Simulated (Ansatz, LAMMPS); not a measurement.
# Amorphous 73P2O5-20PbO-7Al2O3 (mol %) (88 atoms) under strain, part 4 of 4

How stiff is amorphous 73P2O5-20PbO-7Al2O3 (mol %) (88 atoms), and how do its levels respond to strain?

Ansatz 0.2.0; Kohn-Sham DFT, LDA, PAW (set soft_2), plane waves.

The cell: 22 P, 3 Pb, 2 Al and 61 O. The quench rate of 10 K/ps is many orders above laboratory rates. The starting topology of bonds comes from the classical model. Only the Γ point is sampled. Spin–orbit coupling is left out.

So far. Step 9 (Volume -10 %): The relaxation converged after 17 steps, 6.28 eV below its start, with a largest force component of 0.031 eV/Å. Step 9 (Volume -10 %): Volume -10 %: the energy stands 1.49 eV above that of the reference, at a pressure of 4.76 GPa.

## Step 10: Stretched by 1 % along x

The relaxed cell is strained along x alone, which gives the stiffness along x and its coupling to y and z.

input.yaml reads:

```yaml
crystal:
  lattice:
    - [10.50529, 0.33442, 0.15557]
    - [0.33776, 10.51856, -0.55118]
    - [0.15713, -0.55118, 10.21501]
  atoms:
    [... the 88 atom lines of step 4 ...]
kpoints:
  mp_grid: { grid: [1, 1, 1] }
hamiltonian:
  xc: lda
scf:
  occupations: { method: gaussian, width: 0.025 }
output:
  forces: true
  eigenvalues: true
  stress: true
relax:
  f_tol: 0.05
  max_steps: 70
```

On the command line:

```sh
> ansatz run input.yaml --threads 4 --pin off --max-ram 8192MiB --backend cpu --events-out ev --progress --plain --runs-dir out
```

Numbers of over 12 decimals in the logs are rounded to 6 here.

The program printed:

```text
[...]
Crystal: 88 atoms, lattice volume = 1124.104 Å³
Basis set: ecut = 420 eV, 21977 PW (Γ)
Bands: 350, of which v1, the nominal top of the filled ones, is band 262 counted from 1 (261 counted from 0)
Symmetry: 1 space group operations
[...]
k-points: 1
[...]
SCF iter   1: F=—  HF=-85703.505856 eV  |F-HF|=—  |Δ(HF+E_count)|=         —  Δρ=1.30e-2  dr2=1.65e0  ethr=1.77e-3  ⟨swp⟩=7.0  Hψ=1834  notcnv=0  defer=68
[...]
SCF iter   6: F=—  HF=-85703.025956 eV  |F-HF|=—  |Δ(HF+E_count)|=   4.47e-5  Δρ=1.15e-4  dr2=1.47e-4  ethr=1.20e-7  ⟨swp⟩=3.0  Hψ=530  notcnv=0  defer=82
SCF iter   7: F=-85703.025956 eV  HF=-85703.025957 eV  |F-HF|=7.31e-7  |Δ(HF+E_count)|=   1.42e-6  Δρ=4.37e-5  dr2=2.33e-5  ethr=1.19e-8  ⟨swp⟩=16.0  Hψ=2334  notcnv=0
SCF 1 converged in 7 iterations: F = -85703.025956 eV  dr2 = 2.33e-5
[...]
relax step   1: F+E_penalty+E_count = -85703.02595633 eV  Δ(F+E_penalty+E_count) = +0.000e0 eV  max|allowed force component| = 7.675e-1 eV/Å  Δτ_max = 0.0000 Å  (7 SCF iters, dr2 threshold 6.25e-5 eV, accepted)
[...]
relax step   2: F+E_penalty+E_count = -85703.08379628 eV  Δ(F+E_penalty+E_count) = -5.784e-2 eV  max|allowed force component| = 3.918e-1 eV/Å  Δτ_max = 0.0242 Å  (5 SCF iters, dr2 threshold 3.68e-5 eV, accepted)
[...]
relax step   3: F+E_penalty+E_count = -85703.11335381 eV  Δ(F+E_penalty+E_count) = -2.956e-2 eV  max|allowed force component| = 8.558e-2 eV/Å  Δτ_max = 0.0303 Å  (6 SCF iters, dr2 threshold 9.59e-6 eV, accepted)
relax step   4: F+E_penalty+E_count = -85703.09333286 eV  Δ(F+E_penalty+E_count) = +2.002e-2 eV  max|allowed force component| = 2.464e-1 eV/Å  Δτ_max = 0.0944 Å  (9 SCF iters, rejected (line search))
relax step   5: F+E_penalty+E_count = -85703.12146833 eV  Δ(F+E_penalty+E_count) = -8.115e-3 eV  max|allowed force component| = 6.517e-2 eV/Å  Δτ_max = 0.0335 Å  (9 SCF iters, accepted)
[...]
relax step   6: F+E_penalty+E_count = -85703.12273790 eV  Δ(F+E_penalty+E_count) = -1.270e-3 eV  max|allowed force component| = 4.578e-2 eV/Å  Δτ_max = 0.0063 Å  (7 SCF iters, accepted)
SCF converged after 7 iterations
Free energy (F): -85703.122738 eV
[...]
Internal energy: -85703.122738 eV  (E = F + TS)
E sigma→0 (E₀):  -85703.122738 eV
Fermi energy:    5.922179 eV
[...]
Σ components = -85703.122738   (vs F -85703.122738, Δ=0.00e0)
--- Forces (eV/Å), atoms counted from 1 ---
  atom   1  P     -0.04319124     0.00573741    -0.00032371
  atom   2  P      0.00027858    -0.00059902     0.00449639
  atom   3  P      0.02686288    -0.00411870    -0.01624444
  atom   4  P      0.02075803    -0.01202763    -0.00637330
[...]
atom  88  O     -0.00652166    -0.00248689    -0.00033996
  max |Σ_I F_I| component: 4.42e-5 eV/Å
--- Stress (GPa, compression-positive) ---
       -0.727488      -0.068671       0.068619
       -0.068672      -0.246459      -0.043051
        0.068619      -0.043051      -0.240628
  P = ⅓ Tr σ = -0.4049 GPa (-4.049 kbar)
--- Band table (eV) ---
[...]
--- Relaxed structure (6 steps of the walk, 5 accepted, 0 SCFs on fresh bases) ---
  F+E_penalty+E_count = -85703.12273790 eV   max|allowed force component| = 4.578e-2 eV/Å
  atoms:
    - { symbol: P, position: [0.268146, 0.829654, 0.553035] }
    - { symbol: P, position: [0.462127, 0.122374, 0.259145] }
    - { symbol: P, position: [0.121344, 0.593459, 0.542994] }
    - { symbol: P, position: [0.149247, 0.097181, 0.773350] }
[...]
- { symbol: O, position: [0.872598, 0.432016, 0.218235] }
```

The job ended after 40 s (4 threads of Intel Xeon Platinum 8488C (Sapphire Rapids), shared host; peak memory 1.5 GiB; 2.5 min of CPU time).

The relaxation converged after 6 steps, 0.0968 eV below its start, with a largest force component of 0.046 eV/Å.

Stretched by 1 % along x: the energy stands 0.0219 eV above that of the reference, at a pressure of -0.405 GPa.

## Step 11: Compressed by 1 % along x

The relaxed cell is strained along x alone, which gives the stiffness along x and its coupling to y and z.

input.yaml, the sections that differ from step 10:

```yaml
crystal:
  lattice:
    - [10.29727, 0.33442, 0.15557]
    - [0.33108, 10.51856, -0.55118]
    - [0.15401, -0.55118, 10.21501]
  atoms:
    [... the 88 atom lines of step 4 ...]
# kpoints, hamiltonian, scf, output, relax: as in step 10
```

The program printed:

```text
[...]
Crystal: 88 atoms, lattice volume = 1101.845 Å³
Basis set: ecut = 420 eV, 21547 PW (Γ)
Bands: 350, of which v1, the nominal top of the filled ones, is band 262 counted from 1 (261 counted from 0)
Symmetry: 1 space group operations
[...]
k-points: 1
[...]
SCF iter   1: F=—  HF=-85703.503057 eV  |F-HF|=—  |Δ(HF+E_count)|=         —  Δρ=1.31e-2  dr2=1.63e0  ethr=1.77e-3  ⟨swp⟩=7.0  Hψ=1849  notcnv=0  defer=70
[...]
SCF iter   6: F=—  HF=-85703.020731 eV  |F-HF|=—  |Δ(HF+E_count)|=   4.88e-5  Δρ=1.12e-4  dr2=1.34e-4  ethr=1.06e-7  ⟨swp⟩=3.0  Hψ=532  notcnv=0  defer=80
SCF iter   7: F=-85703.020729 eV  HF=-85703.020730 eV  |F-HF|=8.66e-7  |Δ(HF+E_count)|=   1.07e-6  Δρ=3.99e-5  dr2=1.87e-5  ethr=1.19e-8  ⟨swp⟩=16.0  Hψ=2310  notcnv=0
SCF 1 converged in 7 iterations: F = -85703.020729 eV  dr2 = 1.87e-5
[...]
relax step   1: F+E_penalty+E_count = -85703.02072906 eV  Δ(F+E_penalty+E_count) = +0.000e0 eV  max|allowed force component| = 8.238e-1 eV/Å  Δτ_max = 0.0000 Å  (7 SCF iters, dr2 threshold 6.25e-5 eV, accepted)
[...]
relax step   2: F+E_penalty+E_count = -85703.08269567 eV  Δ(F+E_penalty+E_count) = -6.197e-2 eV  max|allowed force component| = 3.957e-1 eV/Å  Δτ_max = 0.0222 Å  (5 SCF iters, dr2 threshold 4.24e-5 eV, accepted)
[...]
relax step   3: F+E_penalty+E_count = -85703.11381936 eV  Δ(F+E_penalty+E_count) = -3.112e-2 eV  max|allowed force component| = 9.595e-2 eV/Å  Δτ_max = 0.0269 Å  (6 SCF iters, dr2 threshold 9.79e-6 eV, accepted)
relax step   4: F+E_penalty+E_count = -85703.08685693 eV  Δ(F+E_penalty+E_count) = +2.696e-2 eV  max|allowed force component| = 3.045e-1 eV/Å  Δτ_max = 0.0855 Å  (9 SCF iters, rejected (line search))
relax step   5: F+E_penalty+E_count = -85703.12250628 eV  Δ(F+E_penalty+E_count) = -8.687e-3 eV  max|allowed force component| = 7.013e-2 eV/Å  Δτ_max = 0.0245 Å  (9 SCF iters, accepted)
relax step   6: F+E_penalty+E_count = -85703.12387942 eV  Δ(F+E_penalty+E_count) = -1.373e-3 eV  max|allowed force component| = 5.569e-2 eV/Å  Δτ_max = 0.0108 Å  (7 SCF iters, accepted)
[...]
relax step   7: F+E_penalty+E_count = -85703.12509631 eV  Δ(F+E_penalty+E_count) = -1.217e-3 eV  max|allowed force component| = 4.805e-2 eV/Å  Δτ_max = 0.0187 Å  (7 SCF iters, accepted)
SCF converged after 7 iterations
Free energy (F): -85703.125096 eV
[...]
Internal energy: -85703.125096 eV  (E = F + TS)
E sigma→0 (E₀):  -85703.125096 eV
Fermi energy:    6.184258 eV
[...]
Σ components = -85703.125096   (vs F -85703.125096, Δ=0.00e0)
--- Forces (eV/Å), atoms counted from 1 ---
  atom   1  P      0.03473353    -0.00965472     0.01030641
  atom   2  P      0.01027753    -0.00114837     0.01595009
  atom   3  P     -0.01305936    -0.00687891     0.01559588
  atom   4  P     -0.00473012     0.01271179     0.00668531
[...]
atom  88  O      0.00208476     0.00554002     0.00063373
  max |Σ_I F_I| component: 1.07e-4 eV/Å
--- Stress (GPa, compression-positive) ---
        0.734760       0.090975      -0.045459
        0.090975       0.247602       0.044911
       -0.045458       0.044911       0.277405
  P = ⅓ Tr σ = 0.4199 GPa (4.199 kbar)
--- Band table (eV) ---
[...]
--- Relaxed structure (7 steps of the walk, 6 accepted, 0 SCFs on fresh bases) ---
  F+E_penalty+E_count = -85703.12509631 eV   max|allowed force component| = 4.805e-2 eV/Å
  atoms:
    - { symbol: P, position: [0.268247, 0.829714, 0.553418] }
    - { symbol: P, position: [0.465468, 0.124386, 0.261157] }
    - { symbol: P, position: [0.118053, 0.594162, 0.542809] }
    - { symbol: P, position: [0.150355, 0.094417, 0.775045] }
[...]
- { symbol: O, position: [0.869572, 0.429901, 0.216476] }
```

Elapsed: 47 s, on 4 threads; peak memory 1.5 GiB.

The relaxation converged after 7 steps, 0.104 eV below its start, with a largest force component of 0.048 eV/Å.

Compressed by 1 % along x: the energy stands 0.0196 eV above that of the reference, at a pressure of 0.420 GPa.

## Step 12: Sheared by 2 % in xy

A shear of the relaxed cell gives the modulus that volume changes can't reach.

input.yaml, the sections that differ from step 11:

```yaml
crystal:
  lattice:
    - [10.40462, 0.43843, 0.15557]
    - [0.43961, 10.5219, -0.55118]
    - [0.15006, -0.54962, 10.21501]
  atoms:
    [... the 88 atom lines of step 4 ...]
# kpoints, hamiltonian, scf, output, relax: as in step 11
```

The program printed:

```text
[...]
Crystal: 88 atoms, lattice volume = 1112.862 Å³
Basis set: ecut = 420 eV, 21771 PW (Γ)
Bands: 350, of which v1, the nominal top of the filled ones, is band 262 counted from 1 (261 counted from 0)
Symmetry: 1 space group operations
[...]
k-points: 1
[...]
SCF iter   1: F=—  HF=-85703.442758 eV  |F-HF|=—  |Δ(HF+E_count)|=         —  Δρ=1.31e-2  dr2=1.63e0  ethr=1.77e-3  ⟨swp⟩=8.0  Hψ=1850  notcnv=0  defer=69
[...]
SCF iter   7: F=-85702.963619 eV  HF=-85702.963622 eV  |F-HF|=2.54e-6  |Δ(HF+E_count)|=   1.57e-6  Δρ=4.37e-5  dr2=2.24e-5  ethr=1.19e-8  ⟨swp⟩=16.0  Hψ=2333  notcnv=0
SCF 1 converged in 7 iterations: F = -85702.963619 eV  dr2 = 2.24e-5
[...]
relax step   1: F+E_penalty+E_count = -85702.96361937 eV  Δ(F+E_penalty+E_count) = +0.000e0 eV  max|allowed force component| = 8.436e-1 eV/Å  Δτ_max = 0.0000 Å  (7 SCF iters, dr2 threshold 6.25e-5 eV, accepted)
[...]
relax step   2: F+E_penalty+E_count = -85703.05598927 eV  Δ(F+E_penalty+E_count) = -9.237e-2 eV  max|allowed force component| = 4.938e-1 eV/Å  Δτ_max = 0.0286 Å  (5 SCF iters, dr2 threshold 4.45e-5 eV, accepted)
[...]
relax step   3: F+E_penalty+E_count = -85703.10189872 eV  Δ(F+E_penalty+E_count) = -4.591e-2 eV  max|allowed force component| = 1.080e-1 eV/Å  Δτ_max = 0.0371 Å  (6 SCF iters, dr2 threshold 1.52e-5 eV, accepted)
relax step   4: F+E_penalty+E_count = -85703.10497247 eV  Δ(F+E_penalty+E_count) = -3.074e-3 eV  max|allowed force component| = 6.603e-2 eV/Å  Δτ_max = 0.0098 Å  (7 SCF iters, accepted)
relax step   5: F+E_penalty+E_count = -85703.08216972 eV  Δ(F+E_penalty+E_count) = +2.280e-2 eV  max|allowed force component| = 2.368e-1 eV/Å  Δτ_max = 0.0894 Å  (9 SCF iters, rejected (line search))
[...]
relax step   6: F+E_penalty+E_count = -85703.10988495 eV  Δ(F+E_penalty+E_count) = -4.912e-3 eV  max|allowed force component| = 4.425e-2 eV/Å  Δτ_max = 0.0190 Å  (9 SCF iters, accepted)
SCF converged after 9 iterations
Free energy (F): -85703.109885 eV
[...]
Internal energy: -85703.109885 eV  (E = F + TS)
E sigma→0 (E₀):  -85703.109885 eV
Fermi energy:    6.069354 eV
[...]
--- Forces (eV/Å), atoms counted from 1 ---
  atom   1  P     -0.01802879     0.02977766    -0.00621522
  atom   2  P      0.00079402    -0.00399025     0.02021215
  atom   3  P     -0.00998286    -0.03427812    -0.00622482
  atom   4  P     -0.03052962     0.00448352    -0.01664478
  atom   5  P      0.01290923    -0.01465481     0.00224124
  atom   6  P      0.01846214     0.01842120     0.02109475
  atom   7  P     -0.00151266     0.00624152     0.02174867
  atom   8  P      0.00528054    -0.00973489    -0.00939230
  atom   9  P      0.00516953    -0.00559820    -0.00095648
  atom  10  P     -0.00100252    -0.01553219    -0.00824370
  atom  11  P      0.00704707    -0.01000108     0.01400491
  atom  12  P      0.00713749    -0.04424998     0.01773603
  atom  13  P     -0.01455045    -0.00511700    -0.00286468
  atom  14  P     -0.01659678    -0.00482101     0.01734853
[...]
atom  87  O     -0.00127330    -0.00199599    -0.00253165
  atom  88  O      0.00292693    -0.00628369    -0.00386967
  max |Σ_I F_I| component: 1.47e-4 eV/Å
--- Stress (GPa, compression-positive) ---
       -0.176475      -0.617183       0.044212
       -0.617183      -0.064506      -0.052799
        0.044212      -0.052800      -0.077378
  P = ⅓ Tr σ = -0.1061 GPa (-1.061 kbar)
--- Band table (eV) ---
[...]
--- Relaxed structure (6 steps of the walk, 5 accepted, 0 SCFs on fresh bases) ---
  F+E_penalty+E_count = -85703.10988495 eV   max|allowed force component| = 4.425e-2 eV/Å
  atoms:
    - { symbol: P, position: [0.267488, 0.828189, 0.552517] }
    - { symbol: P, position: [0.462457, 0.122258, 0.261771] }
    - { symbol: P, position: [0.119717, 0.594508, 0.542764] }
    - { symbol: P, position: [0.150866, 0.096133, 0.773159] }
[...]
- { symbol: O, position: [0.873838, 0.433221, 0.218214] }
```

It took 40 s on 4 threads; peak memory 1.5 GiB.

The relaxation converged after 6 steps, 0.146 eV below its start, with a largest force component of 0.044 eV/Å.

Sheared by 2 % in xy: the energy stands 0.0348 eV above that of the reference, at a pressure of -0.106 GPa.

## Step 13: Pressure against volume

Atoms are relaxed at each volume, in the scaled cell.

| volume change (%) | volume (Å³/atom) | energy change (meV/atom) | pressure (GPa) | largest move on relaxing (Å) | bonds | gap (eV) |
| --- | --- | --- | --- | --- | --- | --- |
| -10 | 11.383 | 16.98 | 4.76 | 0.76 | 118 | 4.42 |
| -6 | 11.889 | 5.74 | 2.52 | 0.41 | 116 | 4.50 |
| -3 | 12.268 | 1.35 | 1.22 | 0.14 | 115 | 4.36 |
| +0 | 12.647 | 0.00 | 0.00 | - | 115 | 4.27 |
| +3 | 13.027 | 1.25 | -1.07 | 0.14 | 114 | 4.19 |
| +6 | 13.406 | 4.80 | -1.90 | 0.29 | 113 | 4.10 |

## Step 14: Uniaxial strain and shear

Stress (GPa, compression positive) less that of the relaxed cell, atoms relaxed:

| strain | xx | yy | zz | xy | energy change (meV/atom) |
| --- | --- | --- | --- | --- | --- |
| stretched by 1 % along x | -0.735 | -0.244 | -0.241 | -0.067 | 0.25 |
| compressed by 1 % along x | 0.728 | 0.250 | 0.277 | 0.092 | 0.22 |
| sheared by 2 % in xy | -0.184 | -0.062 | -0.078 | -0.616 | 0.40 |

## Step 15: Findings

The bulk modulus, from the slope of pressure against ln V over the three points nearest the relaxed volume, is 38.2 GPa; a quadratic over all points gives a pressure derivative of about 4.2. The count of bonds runs from 113 to 118 over the series, so at some points contacts cross the cutoffs. At -10 % some atom moved by over 0.5 Å on relaxing, so that point may sit in another local minimum. The gap goes from 4.42 eV at the smallest volume to 4.10 eV at the largest, -2.3 eV per unit of ln V by a straight line, not monotonically (lowest 4.10, highest 4.50 eV), on the run's k-points. In the Cartesian axes of the cell, finite differences give C11 = 73.1, C12 = 24.7, C13 = 25.9 and C66 = 30.8 GPa (the shear of 2 % is the engineering strain, εxy = 0.01). The mean of C11, C12 and C13, which equals the bulk modulus in a cubic or isotropic solid, is 41.2 GPa: it agrees with the bulk modulus within 10 %. For an isotropic solid C66 would equal (C11 − C12)/2 = 24.2 GPa; so small a sample needn't be isotropic, and C66 rests on one shear. With the bulk modulus and C66 as K and G, Young's modulus would be about 73 GPa and Poisson's ratio 0.18.

Caveats: Strains are finite and relaxations stop at the force tolerance of the input, which can leave moduli too stiff; they are those of a static cell at zero temperature. Volumes are changed with the cell's shape held, so in an anisotropic solid the modulus lies over the one under free hydrostatic load. The program notes that the SCF threshold of the relaxations is loose for the stress.

The DFT runs together took 15 min of wall time.

[Logs are printed without paths, hosts, clocks, repeated set-up lines and the standing remarks that a program may print on its own settings, such as how far it seeks lower states.]

[Hosts, paths, dates, database ids (printed as entryN), source tags and the programs' standing remarks are cut or masked in the printed files.]
